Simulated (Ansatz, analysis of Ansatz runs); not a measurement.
# A hop of Br in LiGaBr3 (P2_1/m), charge +1, part 3 of 4

Wanted: path and barrier of a jump of Br in LiGaBr3 (P2_1/m) at charge +1. The case: V_Br hop (3.6 Å), in a cell of 40 host atoms with 1 Br taken out.

Ansatz 0.2.0; plane-wave PAW DFT, PBEsol; nudged elastic band between two relaxed defect structures at fixed charge in a uniform background.

So far: Set-up; Relaxation of the start point, charge +1; Relaxation of the end point, charge +1.

**4. Nudged elastic band, charge +1**

7 movable images are laid between the ends on a pair-potential path, which keeps atoms from colliding in the first guess. Each image feels the true force across the path and a spring force along it. The highest image is set to climb to the top of the path.

This step: plane-wave PAW DFT, PBEsol; nudged elastic band between two relaxed defect structures at fixed charge in a uniform background.

Input file qp1.neb/input.yaml:

```yaml
crystal:
  lattice:
    - [-0.47907076, 10.28633376, 7.91295972]
    - [6.04077238, 0.0, 7.9142655]
    - [6.51984314, 10.28633376, 0.00130578]
  atoms:
    - { symbol: Li, position: [-0.0077362, 0.50010156, 0.50988991] }
    - { symbol: Li, position: [0.51717906, 0.00031951, -0.00971192] }
    - { symbol: Li, position: [-0.0247644, 0.02062357, 0.51924965] }
    - { symbol: Li, position: [0.50810792, 0.48853893, -0.00404994] }
    - { symbol: Li, position: [0.24157902, 0.22817497, 0.77505591] }
    - { symbol: Li, position: [0.74579912, 0.74911302, 0.25684769] }
    - { symbol: Li, position: [0.25668346, 0.75023153, 0.74895243] }
    - { symbol: Li, position: [0.77918581, 0.22924759, 0.2204019] }
    - { symbol: Ga, position: [0.32111187, 0.69582061, 0.34267101] }
    - { symbol: Ga, position: [0.8731864, 0.08930199, 0.88223339] }
    - { symbol: Ga, position: [0.43901257, 0.31734716, 0.81428905] }
    - { symbol: Ga, position: [0.92740355, 0.81738898, 0.32293519] }
    - { symbol: Ga, position: [0.13385686, 0.88620459, 0.1196132] }
    - { symbol: Ga, position: [0.63538698, 0.40545068, 0.61908515] }
    - { symbol: Ga, position: [0.06855154, 0.17813894, 0.68303199] }
    - { symbol: Ga, position: [0.56756472, 0.68463091, 0.1790337] }
    - { symbol: Br, position: [0.38165156, 0.29435242, 0.04842518] }
    - { symbol: Br, position: [0.88488581, 0.79614268, 0.54774477] }
    - { symbol: Br, position: [0.11053269, 0.20829925, 0.45536309] }
    - { symbol: Br, position: [0.62124804, 0.7036392, 0.94752946] }
    - { symbol: Br, position: [0.22020592, 0.47330866, 0.83601609] }
    - { symbol: Br, position: [0.70340849, 0.98667883, 0.36152691] }
    - { symbol: Br, position: [0.33860254, 0.73507321, 0.91683188] }
    - { symbol: Br, position: [0.8307761, 0.23978477, 0.42023939] }
    - { symbol: Br, position: [0.96304195, 0.84895146, 0.97773705] }
    - { symbol: Br, position: [0.23026167, 0.94131459, 0.21983022] }
    - { symbol: Br, position: [0.72832487, 0.46570297, 0.70799455] }
    - { symbol: Br, position: [0.05602293, 0.14234227, 0.03386118] }
    - { symbol: Br, position: [0.53977611, 0.64187337, 0.52370825] }
    - { symbol: Br, position: [0.272259, 0.52642321, 0.29669544] }
    - { symbol: Br, position: [0.76875778, 0.04114875, 0.79796977] }
    - { symbol: Br, position: [0.29845206, 0.02168075, 0.63750261] }
    - { symbol: Br, position: [0.78233848, 0.51238127, 0.15140793] }
    - { symbol: Br, position: [0.46510983, 0.07136729, 0.79103484] }
    - { symbol: Br, position: [0.94990893, 0.57646067, 0.29655812] }
    - { symbol: Br, position: [0.04598006, 0.41921394, 0.71051233] }
    - { symbol: Br, position: [0.55191227, 0.92475495, 0.20259918] }
    - { symbol: Br, position: [0.15190372, 0.77567555, 0.58350221] }
    - { symbol: Br, position: [0.67396973, 0.25713996, 0.08004754] }
total_charge: 1
basis:
  ecutwfc: 420
  xc_grid: 2
hamiltonian:
  xc: pbesol
kpoints:
  mp_grid: { grid: [1, 1, 1] }
scf:
  occupations: { method: fixed }
  max_iter: 60
output:
  forces: true
neb:
  images: 7
  f_tol: 0.05
  climbing: true
  initial_path: idpp
  max_iterations: 45
  order_check: false
  final_atoms:
    - { symbol: Li, position: [-0.02697937, 0.48771344, 0.52828128] }
    - { symbol: Li, position: [0.50352342, 0.00510897, -0.00374945] }
[... 2 atom lines left out ...]
    - { symbol: Li, position: [0.24768644, 0.25300931, 0.74927385] }
    - { symbol: Li, position: [0.76213981, 0.72872406, 0.23876686] }
[... 1 atom line left out ...]
    - { symbol: Li, position: [0.74325927, 0.27912482, 0.2530164] }
[... 2 atom lines left out ...]
    - { symbol: Ga, position: [0.43024687, 0.32762047, 0.81449213] }
    - { symbol: Ga, position: [1.03701697, 0.74661173, 0.29098806] }
[... 9 atom lines left out ...]
    - { symbol: Br, position: [0.45390662, 1.35136095, 0.47086218] }
[... 1 atom line left out ...]
    - { symbol: Br, position: [0.82491289, 0.24118228, 0.41974302] }
[... 7 atom lines left out ...]
    - { symbol: Br, position: [0.29215203, 0.02254687, 0.64053608] }
    - { symbol: Br, position: [0.79693951, 0.52200382, 0.12591344] }
    - { symbol: Br, position: [0.45909959, 0.08260564, 0.78645735] }
[... 2 atom lines left out ...]
    - { symbol: Br, position: [0.54362562, 0.92110675, 0.21085717] }
[... 1 atom line left out ...]
    - { symbol: Br, position: [0.66373511, 0.2541657, 0.09322428] }
```

Started as:

```bash
$ ansatz run input.yaml --threads 4 --pin off --max-ram 7536MiB --backend cpu --events-out ev --progress --plain --runs-dir out
```

Numbers of over 12 decimals in the logs are rounded to 6 here.

What it wrote:

```text
[...]
Warning: neb: disabling space-group detection — the band's intermediate images generally break the endpoint symmetry, so no spatial operation reduces the k-mesh or symmetrises the density, except that a semilocal band can use its path's symmetry ahead of [...]
[...]
parallel-image band execution: 4 concurrent image workers
NEB image 0
Crystal: 39 atoms, lattice volume = 1061.383 Å³
Basis set: ecut = 420 eV, 20769 PW (Γ), exchange–correlation on 180×144×180 points (8 copies of the dense FFT grid, shifted against one another)
Bands: 183, of which v1, the nominal top of the filled ones, is band 144 counted from 1 (143 counted from 0)
Symmetry: 1 space group operations
k-points: 1
[...]
SCF iter   1: F=—  HF=-94554.082350 eV  |F-HF|=—  |Δ(HF+E_count)|=         —  Δρ=6.99e-3  dr2=8.18e-1  ethr=1.77e-3  ⟨swp⟩=5.0  Hψ=604  notcnv=0  defer=36
[...]
SCF iter   9: F=-94553.824006 eV  HF=-94553.824006 eV  |F-HF|=1.08e-7  |Δ(HF+E_count)|=   1.40e-7  Δρ=1.70e-6  dr2=5.92e-8  ethr=3.47e-11  ⟨swp⟩=3.0  Hψ=750  notcnv=0
SCF 1 converged in 9 iterations: F = -94553.824006 eV  dr2 = 5.92e-8
[...]
NSCF: frozen V_eff on 1 k-points
NEB image 8
SCF iter   1: F=—  HF=-94553.928224 eV  |F-HF|=—  |Δ(HF+E_count)|=         —  Δρ=6.97e-3  dr2=8.00e-1  ethr=1.77e-3  ⟨swp⟩=5.0  Hψ=605  notcnv=0  defer=36
[...]
SCF iter   9: F=-94553.672195 eV  HF=-94553.672194 eV  |F-HF|=1.19e-7  |Δ(HF+E_count)|=   1.92e-7  Δρ=1.69e-6  dr2=6.59e-8  ethr=3.47e-11  ⟨swp⟩=3.0  Hψ=689  notcnv=0
SCF 2 converged in 9 iterations: F = -94553.672195 eV  dr2 = 6.59e-8
[...]
NEB end point (image 0): max|allowed force component| = 8.369e-3 eV/Å (the criterion of neb.relax_end_points is 1.000e-2)
NEB end point (image 8): max|allowed force component| = 1.246e-2 eV/Å (the criterion of neb.relax_end_points is 1.000e-2)
NEB image 1
SCF iter   1: F=—  HF=-94553.476048 eV  |F-HF|=—  |Δ(HF+E_count)|=         —  Δρ=7.03e-3  dr2=8.05e-1  ethr=1.77e-3  ⟨swp⟩=6.0  Hψ=605  notcnv=0  defer=36
[...]
SCF iter   9: F=-94553.220492 eV  HF=-94553.220491 eV  |F-HF|=1.95e-7  |Δ(HF+E_count)|=   2.53e-8  Δρ=2.00e-6  dr2=8.44e-8  ethr=3.47e-11  ⟨swp⟩=3.0  Hψ=748  notcnv=0
SCF 3 converged in 9 iterations: F = -94553.220492 eV  dr2 = 8.44e-8
NEB image 2
SCF iter   1: F=—  HF=-94552.734667 eV  |F-HF|=—  |Δ(HF+E_count)|=         —  Δρ=7.05e-3  dr2=8.22e-1  ethr=1.77e-3  ⟨swp⟩=6.0  Hψ=606  notcnv=0  defer=36
[...]
SCF iter  10: F=-94552.473505 eV  HF=-94552.473505 eV  |F-HF|=6.41e-8  |Δ(HF+E_count)|=   2.79e-7  Δρ=9.79e-7  dr2=2.16e-8  ethr=3.47e-11  ⟨swp⟩=5.0  Hψ=542  notcnv=0
SCF 4 converged in 10 iterations: F = -94552.473505 eV  dr2 = 2.16e-8
NEB image 3
SCF iter   1: F=—  HF=-94552.297826 eV  |F-HF|=—  |Δ(HF+E_count)|=         —  Δρ=7.08e-3  dr2=8.18e-1  ethr=1.77e-3  ⟨swp⟩=6.0  Hψ=606  notcnv=0  defer=36
[...]
SCF iter   9: F=-94552.034042 eV  HF=-94552.034042 eV  |F-HF|=2.00e-7  |Δ(HF+E_count)|=   5.15e-8  Δρ=1.99e-6  dr2=8.79e-8  ethr=3.47e-11  ⟨swp⟩=3.0  Hψ=753  notcnv=0
SCF 5 converged in 9 iterations: F = -94552.034042 eV  dr2 = 8.79e-8
NEB image 4
SCF iter   1: F=—  HF=-94552.201202 eV  |F-HF|=—  |Δ(HF+E_count)|=         —  Δρ=7.07e-3  dr2=8.17e-1  ethr=1.77e-3  ⟨swp⟩=6.0  Hψ=605  notcnv=0  defer=37
[...]
SCF iter   9: F=-94551.937388 eV  HF=-94551.937388 eV  |F-HF|=1.37e-7  |Δ(HF+E_count)|=   1.92e-7  Δρ=1.83e-6  dr2=6.36e-8  ethr=3.47e-11  ⟨swp⟩=3.0  Hψ=753  notcnv=0
SCF 6 converged in 9 iterations: F = -94551.937388 eV  dr2 = 6.36e-8
NEB image 5
SCF iter   1: F=—  HF=-94552.398120 eV  |F-HF|=—  |Δ(HF+E_count)|=         —  Δρ=7.08e-3  dr2=8.31e-1  ethr=1.77e-3  ⟨swp⟩=6.0  Hψ=605  notcnv=0  defer=37
[...]
SCF iter   9: F=-94552.132984 eV  HF=-94552.132984 eV  |F-HF|=1.69e-7  |Δ(HF+E_count)|=   2.82e-7  Δρ=2.11e-6  dr2=8.71e-8  ethr=3.47e-11  ⟨swp⟩=3.0  Hψ=753  notcnv=0
SCF 7 converged in 9 iterations: F = -94552.132984 eV  dr2 = 8.71e-8
NEB image 6
SCF iter   1: F=—  HF=-94552.853416 eV  |F-HF|=—  |Δ(HF+E_count)|=         —  Δρ=7.02e-3  dr2=8.17e-1  ethr=1.77e-3  ⟨swp⟩=6.0  Hψ=606  notcnv=0  defer=36
[...]
SCF iter  10: F=-94552.593826 eV  HF=-94552.593826 eV  |F-HF|=5.46e-8  |Δ(HF+E_count)|=   2.40e-7  Δρ=9.20e-7  dr2=1.94e-8  ethr=3.47e-11  ⟨swp⟩=4.0  Hψ=541  notcnv=0
SCF 8 converged in 10 iterations: F = -94552.593826 eV  dr2 = 1.94e-8
NEB image 7
SCF iter   1: F=—  HF=-94553.489844 eV  |F-HF|=—  |Δ(HF+E_count)|=         —  Δρ=6.99e-3  dr2=7.98e-1  ethr=1.77e-3  ⟨swp⟩=6.0  Hψ=605  notcnv=0  defer=36
[...]
SCF iter   9: F=-94553.236808 eV  HF=-94553.236807 eV  |F-HF|=2.23e-7  |Δ(HF+E_count)|=   2.95e-7  Δρ=1.89e-6  dr2=8.48e-8  ethr=3.47e-11  ⟨swp⟩=3.0  Hψ=744  notcnv=0
SCF 9 converged in 9 iterations: F = -94553.236808 eV  dr2 = 8.48e-8
NEB iter   1: max|band force component| = 7.628e-1 eV/Å  barrier→ = 1.8866 eV  barrier← = 1.7348 eV  Δτ_max = 0.2000 Å  (83 SCF iters)
NEB image 1
[...]
iter 1 solved again at ethr=3.05e-4 eV; its pass at ethr=3.10e-3 eV (dr2=8.78e-1 eV) is discarded
[...]
SCF iter   9: F=-94553.607233 eV  HF=-94553.607233 eV  |F-HF|=1.03e-7  |Δ(HF+E_count)|=   1.15e-7  Δρ=1.89e-6  dr2=5.83e-8  ethr=3.47e-11  ⟨swp⟩=5.0  Hψ=701  notcnv=0
SCF 10 converged in 9 iterations: F = -94553.607233 eV  dr2 = 5.83e-8
NEB image 2
[...]
SCF iter   9: F=-94552.797792 eV  HF=-94552.797792 eV  |F-HF|=3.56e-8  |Δ(HF+E_count)|=   1.90e-7  Δρ=2.20e-6  dr2=5.35e-8  ethr=3.47e-11  ⟨swp⟩=4.0  Hψ=603  notcnv=0
SCF 11 converged in 9 iterations: F = -94552.797792 eV  dr2 = 5.35e-8
NEB image 3
[...]
SCF iter   9: F=-94552.323798 eV  HF=-94552.323798 eV  |F-HF|=7.80e-8  |Δ(HF+E_count)|=   1.50e-7  Δρ=2.06e-6  dr2=7.05e-8  ethr=3.47e-11  ⟨swp⟩=5.0  Hψ=734  notcnv=0
SCF 12 converged in 9 iterations: F = -94552.323798 eV  dr2 = 7.05e-8
NEB image 4
[...]
SCF iter   9: F=-94552.254219 eV  HF=-94552.254219 eV  |F-HF|=2.80e-8  |Δ(HF+E_count)|=   9.33e-8  Δρ=2.44e-6  dr2=8.57e-8  ethr=3.47e-11  ⟨swp⟩=5.0  Hψ=731  notcnv=0
SCF 13 converged in 9 iterations: F = -94552.254219 eV  dr2 = 8.57e-8
NEB image 5
[...]
SCF iter   9: F=-94552.429910 eV  HF=-94552.429910 eV  |F-HF|=6.75e-9  |Δ(HF+E_count)|=   3.09e-8  Δρ=2.00e-6  dr2=5.28e-8  ethr=3.47e-11  ⟨swp⟩=5.0  Hψ=649  notcnv=0
SCF 14 converged in 9 iterations: F = -94552.429910 eV  dr2 = 5.28e-8
NEB image 6
[...]
NEB iter  17: max|band force component| = 6.115e-2 eV/Å  barrier→ = 1.1448 eV  barrier← = 0.9930 eV  CI = image 4  Δτ_max = 0.1297 Å  (47 SCF iters)
NEB iter  18: max|band force component| = 6.241e-2 eV/Å  barrier→ = 1.1448 eV  barrier← = 0.9930 eV  CI = image 4  Δτ_max = 0.0166 Å  (44 SCF iters)
NEB iter  19: max|band force component| = 5.512e-2 eV/Å  barrier→ = 1.1447 eV  barrier← = 0.9929 eV  CI = image 4  Δτ_max = 0.0319 Å  (37 SCF iters)
NEB image 1
[...]
SCF iter   6: F=-94553.668084 eV  HF=-94553.668084 eV  |F-HF|=7.03e-8  |Δ(HF+E_count)|=   1.69e-7  Δρ=2.22e-6  dr2=6.77e-8  ethr=3.47e-11  ⟨swp⟩=5.0  Hψ=619  notcnv=0
SCF 136 converged in 6 iterations: F = -94553.668084 eV  dr2 = 6.77e-8
NEB image 2
[...]
SCF iter   7: F=-94553.217288 eV  HF=-94553.217288 eV  |F-HF|=1.21e-8  |Δ(HF+E_count)|=   1.66e-7  Δρ=9.13e-7  dr2=1.71e-8  ethr=3.47e-11  ⟨swp⟩=4.0  Hψ=548  notcnv=0
SCF 137 converged in 7 iterations: F = -94553.217288 eV  dr2 = 1.71e-8
NEB image 3
[...]
SCF iter   7: F=-94552.814312 eV  HF=-94552.814312 eV  |F-HF|=1.53e-8  |Δ(HF+E_count)|=   2.11e-7  Δρ=1.17e-6  dr2=2.89e-8  ethr=3.47e-11  ⟨swp⟩=4.0  Hψ=549  notcnv=0
SCF 138 converged in 7 iterations: F = -94552.814312 eV  dr2 = 2.89e-8
NEB image 4
[...]
SCF iter   5: F=-94552.679281 eV  HF=-94552.679281 eV  |F-HF|=1.57e-8  |Δ(HF+E_count)|=   8.55e-8  Δρ=1.25e-6  dr2=1.51e-8  ethr=3.47e-11  ⟨swp⟩=4.0  Hψ=609  notcnv=0
SCF 139 converged in 5 iterations: F = -94552.679281 eV  dr2 = 1.51e-8
NEB image 5
[...]
SCF iter   5: F=-94552.768188 eV  HF=-94552.768188 eV  |F-HF|=1.70e-8  |Δ(HF+E_count)|=   1.47e-7  Δρ=1.54e-6  dr2=2.52e-8  ethr=3.47e-11  ⟨swp⟩=5.0  Hψ=607  notcnv=0
SCF 140 converged in 5 iterations: F = -94552.768188 eV  dr2 = 2.52e-8
NEB image 6
[...]
SCF iter   5: F=-94552.986642 eV  HF=-94552.986642 eV  |F-HF|=3.50e-8  |Δ(HF+E_count)|=   2.89e-7  Δρ=2.16e-6  dr2=4.91e-8  ethr=3.47e-11  ⟨swp⟩=3.0  Hψ=725  notcnv=0
SCF 141 converged in 5 iterations: F = -94552.986642 eV  dr2 = 4.91e-8
NEB image 7
[...]
SCF iter   5: F=-94553.497887 eV  HF=-94553.497887 eV  |F-HF|=1.45e-8  |Δ(HF+E_count)|=   1.83e-7  Δρ=1.47e-6  dr2=2.39e-8  ethr=3.47e-11  ⟨swp⟩=4.0  Hψ=610  notcnv=0
SCF 142 converged in 5 iterations: F = -94553.497887 eV  dr2 = 2.39e-8
NEB image 1
[...]
NEB image 2
[...]
NEB image 3
[...]
NEB image 5
[...]
NEB image 6
[...]
NEB image 7
[...]
NEB image 4
[...]
the band table was solved once a step of the walk had ended and its energy, with any forces and stress, was formed, with the checks that follow a solve (955 applications of the Hamiltonian). They found nothing against the state; [...]
NEB iter  20: max|band force component| = 2.476e-2 eV/Å  barrier→ = 1.1447 eV  barrier← = 0.9929 eV  CI = image 4  Δτ_max = 0.0000 Å  (40 SCF iters)
SCF converged after 5 iterations
Free energy (F): -94552.679281 eV
[...]
Internal energy: -94552.679281 eV  (E = F + TS)
E sigma→0 (E₀):  -94552.679281 eV
Fermi energy:    2.603862 eV
[...]
--- Forces (eV/Å), atoms counted from 1 ---
  atom   1  Li    -0.00068479     0.00010134     0.00001894
  atom   2  Li    -0.00014387    -0.00015726     0.00010240
  [... 2 atoms left out ...]
  atom   5  Li    -0.00081903    -0.00030095     0.00077984
  atom   6  Li    -0.00074996    -0.00040907     0.00035856
  [... 1 atom left out ...]
  atom   8  Li     0.00106090     0.00080984    -0.00148348
  [... 3 atoms left out ...]
  atom  12  Ga     0.00152480    -0.00244859    -0.00077436
  [... 9 atoms left out ...]
  atom  22  Br     0.00080196    -0.00007819     0.00076762
  [... 1 atom left out ...]
  atom  24  Br    -0.00010402     0.00012550     0.00102392
  [... 7 atoms left out ...]
  atom  32  Br     0.00001856    -0.00019518    -0.00019233
  [... 1 atom left out ...]
  atom  34  Br     0.00040594     0.00030805     0.00008166
  [... 2 atoms left out ...]
  atom  37  Br     0.00017508     0.00028717    -0.00007054
  [... 1 atom left out ...]
  atom  39  Br    -0.00015515    -0.00066593    -0.00004478
  max |Σ_I F_I| component: 3.50e-5 eV/Å
--- Band table (eV) ---
[...]
this run last wrote the band of iteration 20 to <dir>
--- NEB band (9 images, 20 band iterations, 1042 SCF iterations) ---
  forward barrier  = 1.144725 eV
  backward barrier = 0.992914 eV
  climbing image's point = of an order that was not read
  energies are F+E_penalty+E_count in eV, relative to image 0
  image     s (Å)  Δ vs image 0  max|band force component| (eV/Å)
      0    0.0000      0.000000                                 —
      1    0.8796      0.155922                          1.157e-2
      2    1.7591      0.606718                          2.476e-2
      3    2.6385      1.009694                          2.068e-2
  *   4    3.5179      1.144725                          2.510e-3
      5    4.3662      1.055818                          2.543e-3
      6    5.2144      0.837364                          5.558e-3
      7    6.0626      0.326119                          2.888e-3
      8    6.9108      0.151812                                 —
  climbing-image geometry (image 4):
  cell:  # Å, volume = 1061.3826 Å³
    - [-0.47907076, 10.28633376, 7.91295972]
    - [6.04077238, 0.0, 7.9142655]
    - [6.51984314, 10.28633376, 0.00130578]
  atoms:
    - { symbol: Li, position: [-0.028457, 0.491897, 0.542152] }
    - { symbol: Li, position: [0.509740, 0.007796, 0.000663] }
    - { symbol: Li, position: [-0.032371, 0.027048, 0.528877] }
    - { symbol: Li, position: [0.517087, 0.481598, -0.014364] }
    - { symbol: Li, position: [0.349050, 0.215280, 0.653161] }
    - { symbol: Li, position: [0.740197, 0.756702, 0.260239] }
    - { symbol: Li, position: [0.254421, 0.736564, 0.756245] }
    - { symbol: Li, position: [0.766357, 0.249463, 0.251628] }
    - { symbol: Ga, position: [0.313972, 0.708601, 0.341519] }
    - { symbol: Ga, position: [0.860776, 0.096291, 0.893611] }
    - { symbol: Ga, position: [0.439037, 0.312145, 0.812261] }
    - { symbol: Ga, position: [1.009768, 0.755401, 0.304047] }
    - { symbol: Ga, position: [0.142166, 0.902483, 0.101297] }
    - { symbol: Ga, position: [0.635569, 0.399820, 0.616059] }
    - { symbol: Ga, position: [0.063060, 0.173557, 0.693683] }
    - { symbol: Ga, position: [0.565515, 0.685002, 0.179372] }
    - { symbol: Br, position: [0.376290, 0.306830, 0.046881] }
    - { symbol: Br, position: [0.863572, 0.807105, 0.547994] }
    - { symbol: Br, position: [0.105464, 0.207138, 0.464258] }
    - { symbol: Br, position: [0.620363, 0.705011, 0.948477] }
    - { symbol: Br, position: [0.229454, 0.465776, 0.817588] }
    - { symbol: Br, position: [0.587376, 1.136618, 0.426191] }
    - { symbol: Br, position: [0.345893, 0.739165, 0.907348] }
    - { symbol: Br, position: [0.844669, 0.245138, 0.414806] }
    - { symbol: Br, position: [0.944815, 0.859313, 1.000990] }
    - { symbol: Br, position: [0.230980, 0.953443, 0.216097] }
    - { symbol: Br, position: [0.722652, 0.463005, 0.711934] }
    - { symbol: Br, position: [0.049658, 0.148483, 0.031538] }
    - { symbol: Br, position: [0.541643, 0.639560, 0.522992] }
    - { symbol: Br, position: [0.240314, 0.553434, 0.300750] }
    - { symbol: Br, position: [0.764478, 0.036374, 0.805846] }
    - { symbol: Br, position: [0.288012, 0.002046, 0.648288] }
    - { symbol: Br, position: [0.782118, 0.521404, 0.150226] }
    - { symbol: Br, position: [0.458770, 0.062909, 0.810332] }
    - { symbol: Br, position: [0.949987, 0.572684, 0.294178] }
    - { symbol: Br, position: [0.052628, 0.414180, 0.706643] }
    - { symbol: Br, position: [0.540259, 0.926015, 0.214286] }
    - { symbol: Br, position: [0.141313, 0.777301, 0.584574] }
    - { symbol: Br, position: [0.662114, 0.268448, 0.082473] }
```

It took 12 min on 4 threads of Arm Neoverse V1, shared host; peak memory 3.6 GiB; 38 min of CPU time.

[end of part 3 of 4]

[Logs are printed without paths, hosts, clocks, repeated set-up lines and the standing remarks that a program may print on its own settings, such as how far it seeks lower states.]

[Hosts, paths, dates, database ids (printed as entryN), source tags and the programs' standing remarks are cut or masked in the printed files.]
